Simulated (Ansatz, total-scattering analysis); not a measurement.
## Assigning the peaks of a pair distribution function

The sample: acetonitrile (16 acetonitrile; C 33.3, N 16.7, H 50.0 atom %) at 300 K, fixed volume (mean pressure 0.5 GPa), ρ₀ = 0.0687 Å⁻³. The data come from ab initio molecular dynamics with Ansatz (PBE, plane waves, PAW default files, Langevin thermostat, no spin, fixed volume, H with the mass of D). The average runs over 0.51 ps of 96 atoms, so shells between rare elements are rough. Mean temperature 311 K, largest m.s.d. 2.54 Å², energy drift -5 meV an atom (last third less first, no steady trend), Langevin friction 10 ps⁻¹; the first quarter of the run is discarded. Start: last frame of a classical run of this cell at the same density and temperature. So short a stretch relaxes bonds and nearest shells but still remembers its start. It is a liquid as far as so short a run tells.

S(Q) is the Faber–Ziman total, Σ ci cj fi fj (Sij − 1)/⟨f⟩² + 1. Below 4 Å⁻¹ the partials are summed on the cell's own reciprocal vectors (from 0.56 Å⁻¹) and folded with a Gaussian of σ = 0.12 Å⁻¹; above it they are transforms of g(r) out to 7.6 Å, tapered over the last 40 %. The fold lowers sharp peaks, and with so few vectors their positions are good to about 0.1 Å⁻¹. X-rays take neutral-atom form factors, neutrons coherent lengths (C 6.6472, N 9.36, H 6.6681 fm). Hydrogen is taken as deuterium. G(r) = 4πrρ₀[g(r) − 1] carries the resolution of a Lorch-windowed transform up to 20 Å⁻¹. The patterns are simulated, not measured. The cell is small: beyond half the box only the part of each shell inside it is counted, and low-Q values rest on few vectors.

X-ray, Q (Å⁻¹) and value: 0.6 -0.42, 0.9 -0.21, 1.2 0.21, 1.5 3.61, 1.8 2.40, 2.1 1.26, 2.4 1.01, 2.7 0.66, 3.0 0.69, 3.3 0.76, 3.6 0.60, 3.9 0.63, 4.2 0.62, 4.5 0.67, 4.8 0.85, 5.1 1.05, 5.4 1.19, 5.7 1.26, 6.0 1.25, 6.3 1.16, 6.6 1.06, 6.9 1.04, 7.2 1.06, 7.5 1.06, 7.8 1.03, 8.1 0.97, 8.4 0.90, 8.7 0.89, 9.0 0.90, 9.3 0.90, 9.6 0.94, 9.9 1.02, 10.2 1.05, 10.5 1.02, 10.8 1.00, 11.1 0.98, 11.4 0.97, 11.7 0.98, 12.0 1.03

neutron, Q (Å⁻¹) and value: 0.6 0.08, 0.9 0.19, 1.2 0.52, 1.5 2.93, 1.8 1.71, 2.1 1.09, 2.4 1.00, 2.7 0.78, 3.0 0.76, 3.3 0.76, 3.6 0.74, 3.9 0.85, 4.2 0.90, 4.5 0.88, 4.8 0.89, 5.1 0.87, 5.4 0.87, 5.7 0.95, 6.0 1.05, 6.3 1.12, 6.6 1.16, 6.9 1.17, 7.2 1.14, 7.5 1.12, 7.8 1.10, 8.1 1.07, 8.4 1.01, 8.7 0.95, 9.0 0.90, 9.3 0.88, 9.6 0.88, 9.9 0.91, 10.2 0.94, 10.5 0.96, 10.8 0.97, 11.1 0.97, 11.4 0.98, 11.7 1.02, 12.0 1.07

G(r):

X-ray, r (Å) and value: 0.6 -0.44, 0.7 -0.37, 0.8 -0.64, 0.9 -0.59, 1.0 0.91, 1.1 2.85, 1.2 3.19, 1.3 2.22, 1.4 1.54, 1.5 1.06, 1.6 -0.16, 1.7 -1.42, 1.8 -1.66, 1.9 -1.40, 2.0 -1.37, 2.1 -1.41, 2.2 -1.48, 2.3 -1.67, 2.4 -1.48, 2.5 -0.68, 2.6 -0.18, 2.7 -0.70, 2.8 -1.64, 2.9 -2.05, 3.0 -1.86, 3.1 -1.53, 3.2 -1.21, 3.3 -0.80, 3.4 -0.38, 3.5 -0.06, 3.6 0.17, 3.7 0.41, 3.8 0.58, 3.9 0.60, 4.0 0.57, 4.1 0.72, 4.2 1.01, 4.3 1.19, 4.4 1.19, 4.5 1.18, 4.6 1.22, 4.7 1.15, 4.8 0.94, 4.9 0.80, 5.0 0.87, 5.1 0.95, 5.2 0.82, 5.3 0.55, 5.4 0.29, 5.5 0.12, 5.6 -0.02, 5.7 -0.16, 5.8 -0.34, 5.9 -0.57, 6.0 -0.84

neutron, r (Å) and value: 0.6 -0.47, 0.7 -0.58, 0.8 -0.81, 0.9 -0.22, 1.0 1.67, 1.1 3.08, 1.2 2.29, 1.3 0.46, 1.4 -0.55, 1.5 -0.65, 1.6 -0.45, 1.7 -0.15, 1.8 0.07, 1.9 -0.05, 2.0 -0.23, 2.1 -0.30, 2.2 -0.66, 2.3 -1.27, 2.4 -1.48, 2.5 -1.17, 2.6 -0.94, 2.7 -1.08, 2.8 -1.31, 2.9 -1.23, 3.0 -0.73, 3.1 -0.17, 3.2 0.02, 3.3 -0.15, 3.4 -0.32, 3.5 -0.31, 3.6 -0.19, 3.7 -0.07, 3.8 0.04, 3.9 0.14, 4.0 0.27, 4.1 0.44, 4.2 0.59, 4.3 0.64, 4.4 0.64, 4.5 0.66, 4.6 0.73, 4.7 0.81, 4.8 0.81, 4.9 0.76, 5.0 0.69, 5.1 0.63, 5.2 0.56, 5.3 0.47, 5.4 0.36, 5.5 0.24, 5.6 0.08, 5.7 -0.11, 5.8 -0.30, 5.9 -0.44, 6.0 -0.57

Q: Assign the low-r maxima. Which coordination numbers can be read off, and what are they?

Each pair enters with the weight ci cj fi fj (2 − δij)/⟨f⟩², taking f = Z for X-rays at Q = 0: C–N 0.35 / 0.14; C–C 0.30 / 0.10; C–H 0.15 / 0.29; H–H 0.02 / 0.22; N–H 0.09 / 0.21; N–N 0.10 / 0.05 (X-ray / neutron).

| radiation | maximum (Å) | G (Å⁻²) | pairs that make it (share of the curvature of G, each pair at the same resolution) |
| --- | --- | --- | --- |
| X-ray | 1.17 | 3.32 | C–N 97 % |
| X-ray | 1.96 | -1.35 | a ripple of the cut in Q |
| X-ray | 2.60 | -0.15 | C–N 99 % |
| neutron | 1.12 | 3.10 | C–H 72 %, C–N 28 % |
| neutron | 1.81 | 0.08 | H–H 100 % |
| neutron | 2.61 | -0.93 | C–N 85 % |
| neutron | 3.19 | 0.03 | N–H 99 % |

The first shell (C–H, 1.10 Å) shares its range with C–N (1.16 Å) and C–C (1.45 Å), so its area is a weighted sum. The maxima can be assigned, but 2 totals can't separate 6 partials, so the counts below come from the model itself.

From the coordinates:

```
pair  first peak (Å)  g there  first minimum (Å)  g there                neighbours                               kind
 C–H            1.10     30.9               1.40     0.00  1.5 H per C, 1.0 C per H                   within molecules
 C–N            1.16     35.2               1.50     0.00  0.5 N per C, 1.0 C per N                   within molecules
 C–C            1.45     17.1               1.86     0.00                       1.0                   within molecules
 H–H            1.79      8.8               2.12     0.07                       2.0                   within molecules
 N–H            3.15      3.9               3.88     0.95  9.7 H per N, 3.2 N per H  65 % within molecules at the peak
 N–N            4.25      1.8               5.52     0.84                       7.5                  between molecules
```

Distances within molecules give the sharpest pair functions, and with hydrogen they rule the neutron S(Q) at high Q: C–H 1.10 Å, C–N 1.16 Å, C–C 1.45 Å and H–H 1.79 Å (first peaks only). No H sits on O, N or F, so there are no conventional hydrogen bonds; the first peak of S(Q) reflects the packing of whole molecules.

[Logs are printed without paths, hosts, clocks, repeated set-up lines and the standing remarks that a program may print on its own settings, such as how far it seeks lower states.]
